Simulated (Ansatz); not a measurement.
# (BaO)2(AgCl)2 [001] superlattice, started as rocksalt type: the cell at rest

Task: relax (BaO)2(AgCl)2 [001] superlattice, started as rocksalt type tightly.

Program: Ansatz 0.2.0. Level of theory: DFT PBE, scalar-relativistic, plane waves, PAW. Results are calculated unless marked as measured.

The structure was built from a prototype and need not be the compound's stable phase.

### 1. The starting structure

It takes space group P4/nmm (No. 129, tetragonal). The conventional cell has a = 3.921 Å, b = 3.921 Å, c = 11.090 Å, α = 90.00°, β = 90.00°, γ = 90.00°. Ag has 5 Cl at 2.77 Å and 1 O at 2.77 Å nearest. Ba has 5 O at 2.77 Å and 1 Cl at 2.77 Å nearest. Cl has 5 Ag at 2.77 Å and 1 Ba at 2.77 Å nearest. Nearest to O lie 5 Ba at 2.77 Å and 1 Ag at 2.77 Å. Farther neighbours and most contacts between anions are not listed.

### 2. Probe on a coarse mesh

A quick single point on a coarse mesh tells whether the cell has a gap and how far it is from rest, which sets the k mesh and smearing that follow.

input.yaml reads:

```yaml
crystal:
  lattice:
    - [2.7725, 2.7725, 0.0]
    - [-2.7725, 2.7725, 0.0]
    - [0.0, 0.0, 11.09]
  atoms:
    - { symbol: Ag, position: [0.0, 0.0, 0.5] }
    - { symbol: Ag, position: [0.5, 0.5, 0.75] }
    - { symbol: Ba, position: [0.0, 0.0, 0.0] }
    - { symbol: Ba, position: [0.5, 0.5, 0.25] }
    - { symbol: Cl, position: [0.5, 0.5, 0.5] }
    - { symbol: Cl, position: [0.0, 0.0, 0.75] }
    - { symbol: O, position: [0.5, 0.5, 0.0] }
    - { symbol: O, position: [0.0, 0.0, 0.25] }
kpoints:
  mp_grid: { grid: [6, 6, 2] }
hamiltonian:
  xc: pbe
scf:
  occupations: { method: gaussian, width: 0.1 }
output:
  forces: true
  stress: true
  eigenvalues: true
```

Command:

```bash
$ ansatz run input.yaml --threads 4 --pin off --max-ram 14336MiB --backend cpu --events-out ev --progress --plain --runs-dir out
```

Numbers of over 12 decimals in the logs are rounded to 6 here.

The program printed:

```text
Engine: ansatz 0.2.0, aarch64-unknown-linux-gnu
Pseudopotentials: kind: paw
Pseudopotential: Ag, paw, valence charge 19, recommended cutoff 420 eV (normal), Ag.paw.azcp
Pseudopotential: Ba, paw, valence charge 10, recommended cutoff 420 eV (normal), Ba.paw.azcp
Pseudopotential: Cl, paw, valence charge 7, recommended cutoff 420 eV (normal), Cl.paw.azcp
[...]
k-point 0: bands = [... 38 lower, 8.4096, 8.4096, 8.5050, 8.5050, 9.6392, 10.4730, 11.3740, 12.6570, ... 4 higher]
  k-point 1: bands = [... 38 lower, 8.4097, 8.4097, 8.5077, 8.5077, 10.1117, 10.6063, 11.3737, 12.6567, ... 4 higher]
  k-point 2: bands = [... 38 lower, 8.0036, 8.1335, 8.1418, 8.2344, 10.2041, 10.9548, 11.9634, 13.1441, ... 4 higher]
  k-point 19: bands = [... 38 lower, 8.6270, 8.6270, 8.6955, 8.6955, 11.1210, 11.1210, 11.9431, 11.9431, ... 4 higher]
[key lines of the parts left out:]
SCF converged after 8 iterations
Free energy (F): -30380.309318 eV
Fermi energy:    9.173693 eV
P = ⅓ Tr σ = 2.5467 GPa (25.467 kbar)
```

Run time: 2.9 s. Hardware: 4 threads of Arm Neoverse V2, shared host; peak memory 0.59 GiB; 11 s of CPU time.

This step gave:

```yaml
pressure: 2.547 GPa
gap_on_the_k_mesh: 0.9437 eV
volume_per_atom: 21.31 Å³
direct_gap_on_mesh: 1.134 eV
```

The coarse mesh shows a gap of 0.94 eV and a pressure of 2.5 GPa.

### 3. Rough relaxation

The start is far from rest, so a relaxation with loose tolerances brings it close first.

Edit input.yaml of step 2 so:

```diff
@@ -24 +24,6 @@
   eigenvalues: true
+relax:
+  adjacent_minimum: "off"
+  f_tol: 0.05
+  max_steps: 80
+  cell: { stress_tol: 0.5 }
```

The program printed:

```text
[...]
Crystal: 8 atoms, lattice volume = 170.492 Å³
Basis set: ecut = 420 eV, 3341 PW (Γ), exchange–correlation on 54×54×150 points (8 copies of the dense FFT grid, shifted against one another)
Bands: 51, of which v1, the nominal top of the filled ones, is band 42 counted from 1 (41 counted from 0)
Symmetry: 16 space group operations
[...]
k-points: 20 of 72
[...]
- [-2.776582, 2.776582, 0.0]
    - [0.0, 0.0, 11.232531]
  atoms:
    - { symbol: Ag, position: [0, 0, 0.453770] }
    - { symbol: Ag, position: [0.5, 0.5, 0.796230] }
    - { symbol: Ba, position: [0, 0, 7.924083375516734e-5] }
    - { symbol: Ba, position: [0.5, 0.5, 0.249921] }
    - { symbol: Cl, position: [0.5, 0.5, 0.519043] }
    - { symbol: Cl, position: [0, 0, 0.730957] }
    - { symbol: O, position: [0.5, 0.5, 0.00932196] }
    - { symbol: O, position: [0, 0, 0.240678] }
[key lines of the parts left out:]
SCF converged after 5 iterations
Free energy (F): -30381.118073 eV
Fermi energy:    8.687244 eV
P = ⅓ Tr σ = -0.1057 GPa (-1.057 kbar)
```

Wall time 21 s (4 threads); peak memory 0.61 GiB.

Step by step:

```
step  energy less that of the first step (eV)  largest force component (eV/Å)  pressure (GPa)  volume (Å³)
   1                                   0.0000                          1.6972            2.55       170.49
   2                                  -0.4395                          0.8510           -0.25       175.51
   3                                  -0.5983                          0.4358           -0.94       174.61
   4                                  -0.7446                          0.2545            0.26       171.29
   5                                  -0.7999                          0.1938            0.59       170.97
   6                                  -0.8059                          0.0360           -0.13       173.19
  7*                                  -0.8088                          0.0359           -0.11       173.19
```

Relaxation steps marked * repeat the geometry before them on a plane-wave basis chosen anew for their cell, so energy and pressure can jump there.

Forces are held to the 16 operations that the run works with; a distortion that breaks them can't arise in this run.

```
conventional cell, symmetrised  before   after  change
                         a (Å)   3.921   3.927  +0.1 %
                         b (Å)   3.921   3.927  +0.1 %
                         c (Å)  11.090  11.233  +1.3 %
              volume (Å³/atom)   21.31   21.65  +1.6 %
```

The atoms that moved most (Å, as changes of fractional coordinates times the final cell):

```
atom     dx     dy      dz  length
 Ag1  0.000  0.000  -0.519   0.519
 Ag2  0.000  0.000   0.519   0.519
 Cl5  0.000  0.000   0.214   0.214
 Cl6  0.000  0.000  -0.214   0.214
  O8  0.000  0.000  -0.105   0.105
  O7  0.000  0.000   0.105   0.105
```

Numbers from this step:

| Quantity | Value |
| --- | --- |
| pressure | -0.1057 GPa |
| gap on the k-mesh | 1.732 eV |
| volume per atom | 21.65 Å³ |
| direct gap on mesh | 2.017 eV |

In this step the volume went from 21.31 to 21.65 Å³/atom.

### 4. Bringing the structure to rest

The cell and atoms are relaxed, since residual forces and stress would shift the frequencies.

input.yaml reads:

```yaml
crystal:
  lattice:
    - [2.7765817043, 2.7765817043, 0.0]
    - [-2.7765817043, 2.7765817043, 0.0]
    - [0.0, 0.0, 11.2325305616]
  atoms:
    - { symbol: Ag, position: [0.0, 0.0, 0.45376993] }
    - { symbol: Ag, position: [0.5, 0.5, 0.79623007] }
    - { symbol: Ba, position: [0.0, 0.0, 7.92408e-05] }
    - { symbol: Ba, position: [0.5, 0.5, 0.2499207592] }
    - { symbol: Cl, position: [0.5, 0.5, 0.5190430939] }
    - { symbol: Cl, position: [0.0, 0.0, 0.7309569061] }
    - { symbol: O, position: [0.5, 0.5, 0.0093219562] }
    - { symbol: O, position: [0.0, 0.0, 0.2406780438] }
kpoints:
  mp_grid: { grid: [6, 6, 2] }
hamiltonian:
  xc: pbe
scf:
  occupations: { method: gaussian, width: 0.02 }
output:
  forces: true
  stress: true
  eigenvalues: true
  write_density: true
  write_potential: true
  elf: true
  volumetric_format: npy
relax:
  adjacent_minimum: "off"
  f_tol: 0.005
  max_steps: 80
  cell: { stress_tol: 0.05 }
```

The program printed:

```text
[...]
Crystal: 8 atoms, lattice volume = 173.192 Å³
Basis set: ecut = 420 eV, 3397 PW (Γ), exchange–correlation on 54×54×160 points (8 copies of the dense FFT grid, shifted against one another)
Bands: 51, of which v1, the nominal top of the filled ones, is band 42 counted from 1 (41 counted from 0)
Symmetry: 16 space group operations
[...]
k-points: 20 of 72
[...]
SCF iter   1: F=—  HF=-30381.119343 eV  |F-HF|=—  |Δ(HF+E_count)|=         —  Δρ=1.44e-3  dr2=1.24e-2  ethr=1.77e-3  ⟨swp⟩=8.9  Hψ=4516  notcnv=0  defer=3
[...]
SCF iter   8: F=-30381.118073 eV  HF=-30381.118073 eV  |F-HF|=1.72e-8  |Δ(HF+E_count)|=   1.72e-7  Δρ=2.22e-6  dr2=9.40e-9  ethr=1.19e-10  ⟨swp⟩=16.4  Hψ=7970  notcnv=0
SCF 1 converged in 8 iterations: F = -30381.118073 eV  dr2 = 9.40e-9
[...]
relax step   1: F+E_penalty+E_count = -30381.11807336 eV  Δ(F+E_penalty+E_count) = +0.000e0 eV  max|allowed force component| = 3.590e-2 eV/Å  Δτ_max = 0.0000 Å  P = -0.106 GPa  Ω = 173.192 Å³  (8 SCF iters, dr2 threshold 1.00e-7 eV, accepted)
Crystal: 8 atoms, lattice volume = 172.770 Å³
Basis set: ecut = 420 eV, 3365 PW (Γ), exchange–correlation on 54×54×160 points (8 copies of the dense FFT grid, shifted against one another)
[...]
SCF iter   6: F=-30381.119503 eV  HF=-30381.119503 eV  |F-HF|=5.14e-9  |Δ(HF+E_count)|=   1.77e-7  Δρ=6.25e-6  dr2=5.57e-8  ethr=1.38e-10  ⟨swp⟩=13.1  Hψ=8072  notcnv=0
SCF 2 converged in 6 iterations: F = -30381.119503 eV  dr2 = 5.57e-8
relax step   2: F+E_penalty+E_count = -30381.11950251 eV  Δ(F+E_penalty+E_count) = -1.429e-3 eV  max|allowed force component| = 4.349e-2 eV/Å  Δτ_max = 0.0122 Å  P = +0.036 GPa  Ω = 172.770 Å³  energy of the carried Pulay correction = +4.148e-4 eV  (6 SCF iters, dr2 threshold 1.16e-7 eV, accepted)
Crystal: 8 atoms, lattice volume = 172.710 Å³
[...]
SCF iter   6: F=-30381.120027 eV  HF=-30381.120027 eV  |F-HF|=7.34e-8  |Δ(HF+E_count)|=   5.27e-8  Δρ=7.54e-6  dr2=9.52e-8  ethr=1.41e-10  ⟨swp⟩=10.2  Hψ=8015  notcnv=0
SCF 3 converged in 6 iterations: F = -30381.120027 eV  dr2 = 9.52e-8
relax step   3: F+E_penalty+E_count = -30381.12002717 eV  Δ(F+E_penalty+E_count) = -5.247e-4 eV  max|allowed force component| = 3.202e-2 eV/Å  Δτ_max = 0.0074 Å  P = +0.066 GPa  Ω = 172.710 Å³  energy of the carried Pulay correction = +4.732e-4 eV  (6 SCF iters, dr2 threshold 1.18e-7 eV, accepted)
[...]
relax step   4: F+E_penalty+E_count = -30381.12055387 eV  Δ(F+E_penalty+E_count) = -5.267e-4 eV  max|allowed force component| = 1.874e-2 eV/Å  Δτ_max = 0.0176 Å  P = +0.041 GPa  Ω = 173.224 Å³  energy of the carried Pulay correction = -3.078e-5 eV  (7 SCF iters, dr2 threshold 6.41e-8 eV, accepted)
[...]
relax step   5: F+E_penalty+E_count = -30381.12039424 eV  Δ(F+E_penalty+E_count) = +1.596e-4 eV  max|allowed force component| = 1.781e-2 eV/Å  Δτ_max = 0.0187 Å  P = -0.067 GPa  Ω = 173.881 Å³  energy of the carried Pulay correction = -6.735e-4 eV  (7 SCF iters, dr2 threshold 4.26e-8 eV, accepted)
[...]
relax step   6: F+E_penalty+E_count = -30381.12049013 eV  Δ(F+E_penalty+E_count) = -9.589e-5 eV  max|allowed force component| = 5.924e-3 eV/Å  Δτ_max = 0.0139 Å  P = -0.030 GPa  Ω = 174.077 Å³  energy of the carried Pulay correction = -8.650e-4 eV  (7 SCF iters, dr2 threshold 1.98e-8 eV, accepted)
[...]
relax step   7: F+E_penalty+E_count = -30381.12062986 eV  Δ(F+E_penalty+E_count) = -1.397e-4 eV  max|allowed force component| = 3.721e-3 eV/Å  Δτ_max = 0.0063 Å  P = +0.033 GPa  Ω = 173.959 Å³  energy of the carried Pulay correction = -7.493e-4 eV  (7 SCF iters, dr2 threshold 2.19e-9 eV, accepted)
[...]
relax step   8: F+E_penalty+E_count = -30381.12153001 eV  Δ(F+E_penalty+E_count) = -9.001e-4 eV  max|allowed force component| = 3.709e-3 eV/Å  Δτ_max = 0.0000 Å  P = +0.040 GPa  Ω = 173.959 Å³  stress off target by 6.49e-2 GPa  SCF on the basis re-selected at this cell (its energy is not comparable with the rows above)  (7 SCF iters)
[...]
relax step   9: F+E_penalty+E_count = -30381.12134839 eV  Δ(F+E_penalty+E_count) = +1.816e-4 eV  max|allowed force component| = 1.090e-3 eV/Å  Δτ_max = 0.0067 Å  P = +0.008 GPa  Ω = 174.238 Å³  energy of the carried Pulay correction = -2.474e-4 eV  (7 SCF iters, dr2 threshold 1.05e-8 eV, accepted)
[...]
SCF iter   5: F=-30381.121632 eV  HF=-30381.121632 eV  |F-HF|=2.55e-11  |Δ(HF+E_count)|=  1.49e-10  Δρ=1.65e-7  dr2=6.43e-11  ethr=1.00e-12  ⟨swp⟩=8.3  Hψ=5516  notcnv=0
SCF 10 converged in 5 iterations: F = -30381.121632 eV  dr2 = 6.43e-11
relax step  10: F+E_penalty+E_count = -30381.12163230 eV  Δ(F+E_penalty+E_count) = -2.839e-4 eV  max|allowed force component| = 1.063e-3 eV/Å  Δτ_max = 0.0000 Å  P = +0.009 GPa  Ω = 174.238 Å³  stress off target by 1.14e-2 GPa  SCF on the basis re-selected at this cell (its energy is not comparable with the rows above)  (5 SCF iters)
[...]
SCF converged after 5 iterations
Free energy (F): -30381.121632 eV
[...]
Internal energy: -30381.121632 eV  (E = F + TS)
E sigma→0 (E₀):  -30381.121632 eV
Fermi energy:    8.536478 eV
[...]
--- Forces (eV/Å), atoms counted from 1 ---
  atom   1  Ag     0.00000000     0.00000000    -0.00067835
  atom   2  Ag     0.00000000     0.00000000     0.00067835
  atom   3  Ba     0.00000000     0.00000000     0.00045519
  atom   4  Ba     0.00000000     0.00000000    -0.00045519
  atom   5  Cl     0.00000000     0.00000000     0.00000955
  atom   6  Cl     0.00000000     0.00000000    -0.00000955
  atom   7  O      0.00000000     0.00000000    -0.00106310
  atom   8  O      0.00000000     0.00000000     0.00106310
  max |Σ_I F_I| component: 2.52e-29 eV/Å
--- Stress (GPa, compression-positive) ---
        0.007375       0.000000       0.000000
        0.000000       0.007375       0.000000
        0.000000       0.000000       0.011354
  P = ⅓ Tr σ = 0.0087 GPa (0.087 kbar)
--- Band table (eV; the first three rows and the last of 20) ---
  k-point 0: bands = [... 38 lower, 7.4290, 7.4290, 7.4536, 7.4536, 9.4182, 10.5068, 10.5664, 11.7792, ... 5 higher]
  k-point 1: bands = [... 38 lower, 7.4345, 7.4345, 7.4508, 7.4508, 9.9410, 10.3448, 10.5665, 11.7793, ... 5 higher]
  k-point 2: bands = [... 38 lower, 7.2132, 7.2396, 7.3145, 7.4352, 10.0552, 10.9341, 11.1602, 12.2618, ... 5 higher]
  k-point 19: bands = [... 38 lower, 7.5803, 7.5803, 7.6546, 7.6546, 11.0858, 11.0858, 11.2698, 11.2698, ... 5 higher]
--- Relaxed structure (8 steps of the walk, 8 accepted, 2 SCFs on fresh bases) ---
[...]
cell:  # Å, volume = 174.2376 Å³
    - [2.759343, 2.759343, 0.0]
    - [-2.759343, 2.759343, 0.0]
    - [0.0, 0.0, 11.441956]
  atoms:
    - { symbol: Ag, position: [0, 0, 0.448900] }
    - { symbol: Ag, position: [0.5, 0.5, 0.801100] }
    - { symbol: Ba, position: [0, 0, 0.00125915] }
    - { symbol: Ba, position: [0.5, 0.5, 0.248741] }
    - { symbol: Cl, position: [0.5, 0.5, 0.513986] }
    - { symbol: Cl, position: [0, 0, 0.736014] }
    - { symbol: O, position: [0.5, 0.5, 0.010313] }
    - { symbol: O, position: [0, 0, 0.239687] }
```

The job ended after 30 s (4 threads; peak memory 0.63 GiB; 1.9 min of CPU time).

Step by step:

```
step  energy less that of the first step (eV)  largest force component (eV/Å)  pressure (GPa)  volume (Å³)
   1                                   0.0000                          0.0359           -0.11       173.19
   2                                  -0.0014                          0.0435            0.04       172.77
   3                                  -0.0020                          0.0320            0.07       172.71
   4                                  -0.0025                          0.0187            0.04       173.22
   5                                  -0.0023                          0.0178           -0.07       173.88
   6                                  -0.0024                          0.0059           -0.03       174.08
   7                                  -0.0026                          0.0037            0.03       173.96
  8*                                  -0.0035                          0.0037            0.04       173.96
   9                                  -0.0033                          0.0011            0.01       174.24
 10*                                  -0.0036                          0.0011            0.01       174.24
```

Relaxation steps marked * repeat the geometry before them on a plane-wave basis chosen anew for their cell, so energy and pressure can jump there.

Forces are held to the 16 operations that the run works with; a distortion that breaks them can't arise in this run.

```
conventional cell, symmetrised  before   after  change
                         a (Å)   3.927   3.902  -0.6 %
                         b (Å)   3.927   3.902  -0.6 %
                         c (Å)  11.233  11.442  +1.9 %
              volume (Å³/atom)   21.65   21.78  +0.6 %
```

The atoms that moved most (Å, as changes of fractional coordinates times the final cell):

```
atom     dx     dy      dz  length
 Cl5  0.000  0.000  -0.058   0.058
 Cl6  0.000  0.000   0.058   0.058
 Ag2  0.000  0.000   0.056   0.056
 Ag1  0.000  0.000  -0.056   0.056
 Ba4  0.000  0.000  -0.014   0.014
 Ba3  0.000  0.000   0.014   0.014
  O7  0.000  0.000   0.011   0.011
  O8  0.000  0.000  -0.011   0.011
```

This step gave:

| Property | Result |
| --- | --- |
| pressure | 0.008702 GPa |
| gap on the k-mesh | 1.764 eV |
| volume per atom | 21.78 Å³ |
| direct gap on mesh | 1.965 eV |

Valence density in the ac plane at fractional y = 0.000, with atoms of Ag and Ba and Cl and O within 0.2 Å of it. It is the smooth field of the valence electrons, not physical close to the nuclei.

Values in e/Å³, 24 rows by 14 columns, each cell a mean:
```
 1  1  1  1  0  0  0  0  0  0  0  1  1  1
 1  1  1  0  0  0  0  0  0  0  0  0  1  1
 0  0  0  0  0  0  0  0  0  0  0  0  0  0
 0  0  0  0  0  0  0  0  0  0  0  0  0  0
 1  1  1  0  0  0  0  0  0  0  0  0  1  1
 1  2  1  1  0  0  0  0  0  0  0  1  2  1
 1  1  2  1  0  0  0  0  0  0  0  1  2  1
 1  1  1  0  0  0  0  0  0  0  0  0  1  1
 0  0  0  0  0  0  0  0  0  0  0  0  0  0
 0  0  0  0  0  0  0  0  0  0  0  0  0  0
 0  0  0  0  0  0  0  0  0  0  0  0  0  0
 3  2  1  0  0  0  0  0  0  0  0  0  1  3
16 11  5  1  0  0  0  0  0  0  0  2  7 13
16 12  5  1  0  0  0  0  0  0  0  2  7 13
 4  3  1  0  0  0  0  0  0  0  0  1  2  3
 0  0  0  0  0  0  0  0  0  0  0  0  0  0
 1  1  0  0  0  0  0  0  0  0  0  0  1  1
 5  4  2  0  0  0  0  0  0  0  0  1  2  5
 6  4  2  1  0  0  0  0  0  0  0  1  2  5
 1  1  0  0  0  0  0  0  0  0  0  0  1  1
 0  0  0  0  0  0  0  0  0  0  0  0  0  0
 1  1  0  0  0  0  0  0  0  0  0  0  0  1
 1  1  1  1  0  0  0  0  0  0  0  1  1  1
 0  1  1  1  0  0  0  0  0  0  1  1  1  1
```
Columns run along a (3.9 Å), rows up along c (11.4 Å). Atoms in or near the plane, at fractional coordinates: Ag at (0.00, 0.45), Ba at (0.00, 0.00), Cl at (0.00, 0.74), O at (0.00, 0.24).

(Continued in part 2 of 2.)

[Logs are printed without paths, hosts, clocks, repeated set-up lines and the standing remarks that a program may print on its own settings, such as how far it seeks lower states.]

[Hosts, paths, dates, database ids (printed as entryN), source tags and the programs' standing remarks are cut or masked in the printed files.]
